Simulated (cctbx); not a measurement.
## Accept or mend?

Cell a = 8.9620 Å, b = 3.2060 Å, c = 7.5260 Å, α = 90.00°, β = 120.27°, γ = 90.00°; space group Cm (no. 8).

The data are simulated with cctbx, not measured: synchrotron X-rays, λ = 0.4959 Å, to d = 0.65 Å, 50 % of the full sphere, strongest reflection 5000 counts, noise from counting, a 4 % proportional error and a noise floor of 15 counts (s.d.); no absorption.

An anisotropic refinement with weights 1/σ² prints:

```text
Rint 0.036, 559 unique reflections to 0.65 A
cycle     R1     wR2    GooF  max shift (A)
   1  0.1045  0.2273   3.232   0.01569
   2  0.0767  0.1659   2.359   0.00020
final R1 0.0768 wR2 0.1659 GooF 2.359  parameters 30  data/parameter 18.6
atom        x        y        z      Ueq    occ   su(xyz)  su(Uiso or U11)
Pt1    0.66203  0.50000  0.21642   0.0101  1.000  0.00021  0.0007
Mo1    0.34332  0.50000  0.79792   0.0155  1.000  0.00055  0.0023
As1    0.13638  0.00000  0.53282   0.0049  1.000  0.00059  0.0021
As2    0.89904  0.50000  0.10804   0.0143  1.000  0.00082  0.0021
As3    0.09630  0.50000  0.88882   0.0219  1.000  0.00115  0.0031
difference map: max 22.44 min -9.83 rms 1.48
Q1    0.3522  0.5000  0.4793    2   22.51  2.37 A from As1
Q2    0.4677  0.0000  0.9509    2   14.46  1.45 A from As3
Q3    0.4410  0.0000  0.2695    2   10.50  1.08 A from As2
Q4    0.1583  0.0000  0.2201    2    6.09  0.05 A from Pt1
Q5    0.0620  0.0000  0.9635    2    5.95  1.65 A from Pt1
Q6    0.2054  0.5000  0.8259    2    5.93  1.28 A from As3
```

**Question.** Can this result stand? If not, what is the likely fault?

Mend it. The fault: an atom left out, P at (0.8592, 0, 0.4771). Against the right model at the same level, R1 goes from 0.0312 to 0.0768 and GooF from 0.99 to 2.36, U of As1 shrinks from 0.0139 to 0.0049 Å² and the top difference peak, 22.5 e/Å³, lies 2.37 Å from As1. Q1 is the missing atom. With scattering power missing, scale and phases suffer, so peaks may also grow on the heavy atoms.

The compound is MoAs3PPt. The right model at the same level gives:

```text
Rint 0.036, 559 unique reflections to 0.65 A
cycle     R1     wR2    GooF  max shift (A)
   1  0.0654  0.1443   2.064   0.01011
   2  0.0312  0.0690   0.986   0.00036
final R1 0.0312 wR2 0.0690 GooF 0.986  parameters 36  data/parameter 15.5
atom        x        y        z      Ueq    occ   su(xyz)  su(Uiso or U11)
Pt1    0.66215  0.50000  0.21654   0.0084  1.000  0.00009  0.0002
Mo1    0.34360  0.50000  0.79721   0.0213  1.000  0.00026  0.0011
As1    0.13433  0.00000  0.53175   0.0139  1.000  0.00032  0.0009
As2    0.89957  0.50000  0.10909   0.0160  1.000  0.00034  0.0009
As3    0.09673  0.50000  0.88938   0.0226  1.000  0.00048  0.0012
P1     0.85794  0.00000  0.48175   0.0096  1.000  0.00078  0.0016  NPD
Flack x: 0.02(6)
Hooft y: 0.060(80)  Bijvoet pairs: 189
difference map: max 2.26 min -2.60 rms 0.55
Q1    0.3905  0.0000  0.7394    2    2.32  1.61 A from As3
Q2    0.1001  0.5000  0.0953    2    2.13  1.53 A from As3
Q3    0.4399  0.5000  0.6821    2    2.05  1.30 A from P1
Q4    0.3592  0.0000  0.3990    2    1.99  1.60 A from Pt1
Q5    0.1336  0.1099  0.7007    4    1.93  1.32 A from As1
Q6    0.2538  0.2502  0.9110    4    1.86  1.56 A from As3
```

The model was made for the exercise: a known structure type with other elements put in, its volume estimated, not relaxed; displacement parameters are assumed.

[Middle refinement cycles are left out of these outputs.]

[Logs are printed without paths, hosts, clocks, repeated set-up lines and the standing remarks that a program may print on its own settings, such as how far it seeks lower states.]
